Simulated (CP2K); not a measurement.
Two runs for the C K edge of 2-cyanopyridine. Run A: CP2K XAS_TDP, all-electron GAPW, PBEh(45%), aug-cc-pVDZ, TDA, no relativity. Run B differs in one setting.

First lines with a strength over 0.0015. A:

| atom | energy (eV) | states | strength, one atom |
| --- | --- | --- | --- |
| C2 (bonded to C and N) | 281.80 | 1 | 0.0310 |
|  | 282.41 | 1 | 0.0568 |
|  | 284.40 | 1 | 0.0016 |
|  | 285.31 | 1 | 0.0300 |
|  | 287.09 | 1 | 0.0018 |
| C3 (bonded to 2 C and N) | 282.25 | 1 | 0.0469 |
|  | 286.41 | 1 | 0.0045 |
|  | 286.85 | 1 | 0.0042 |
|  | 287.54 | 1 | 0.0114 |
|  | 287.58 | 1 | 0.0061 |
| C4 (bonded to 2 C and H) | 281.27 | 1 | 0.0522 |
|  | 284.97 | 1 | 0.0126 |
|  | 286.04 | 1 | 0.0031 |
|  | 286.21 | 1 | 0.0025 |
|  | 286.56 | 1 | 0.0044 |
| C5 (bonded to 2 C and H) | 281.17 | 1 | 0.0541 |
|  | 284.91 | 1 | 0.0125 |
|  | 286.35 | 1 | 0.0029 |
|  | 286.68 | 1 | 0.0046 |
|  | 286.77 | 1 | 0.0021 |
| C6 (bonded to 2 C and H) | 281.11 | 1 | 0.0494 |
|  | 284.70 | 1 | 0.0125 |
|  | 285.89 | 1 | 0.0019 |
|  | 286.13 | 1 | 0.0024 |
|  | 286.31 | 1 | 0.0096 |
| C7 (bonded to C, N and H) | 281.70 | 1 | 0.0563 |
|  | 285.57 | 1 | 0.0118 |
|  | 286.51 | 1 | 0.0036 |
|  | 287.20 | 1 | 0.0047 |
|  | 287.24 | 1 | 0.0019 |

B:

| atom | energy (eV) | states | strength, one atom |
| --- | --- | --- | --- |
| C2 (bonded to C and N) | 288.27 | 1 | 0.0303 |
|  | 288.88 | 1 | 0.0555 |
|  | 290.87 | 1 | 0.0015 |
|  | 291.78 | 1 | 0.0293 |
|  | 293.56 | 1 | 0.0018 |
| C3 (bonded to 2 C and N) | 287.70 | 1 | 0.0460 |
|  | 291.87 | 1 | 0.0045 |
|  | 292.31 | 1 | 0.0041 |
|  | 292.99 | 1 | 0.0112 |
|  | 293.04 | 1 | 0.0060 |
| C4 (bonded to 2 C and H) | 286.98 | 1 | 0.0512 |
|  | 290.69 | 1 | 0.0124 |
|  | 291.75 | 1 | 0.0031 |
|  | 291.92 | 1 | 0.0024 |
|  | 292.27 | 1 | 0.0044 |
| C5 (bonded to 2 C and H) | 287.02 | 1 | 0.0530 |
|  | 290.77 | 1 | 0.0122 |
|  | 292.21 | 1 | 0.0029 |
|  | 292.54 | 1 | 0.0045 |
|  | 292.63 | 1 | 0.0021 |
| C6 (bonded to 2 C and H) | 286.85 | 1 | 0.0484 |
|  | 290.43 | 1 | 0.0122 |
|  | 291.62 | 1 | 0.0019 |
|  | 291.87 | 1 | 0.0023 |
|  | 292.05 | 1 | 0.0094 |
| C7 (bonded to C, N and H) | 287.48 | 1 | 0.0552 |
|  | 291.35 | 1 | 0.0116 |
|  | 292.29 | 1 | 0.0035 |
|  | 292.97 | 1 | 0.0046 |
|  | 293.01 | 1 | 0.0019 |

Q: Which was it: scalar relativity switched on, the functional, the basis, GW2X switched on?

GW2X switched on. GW2X shifts an atom's lines together and keeps their spacings. Against PBEh(45%) in aug-cc-pVDZ, the leading lines move by +6.47 eV (C2, to 288.27), +5.45 eV (C3, to 287.70), +5.71 eV (C4, to 286.98), +5.85 eV (C5, to 287.02), +5.74 eV (C6, to 286.85) and +5.78 eV (C7, to 287.48).

[Hosts, paths, dates, database ids (printed as entryN), source tags and the programs' standing remarks are cut or masked in the printed files.]
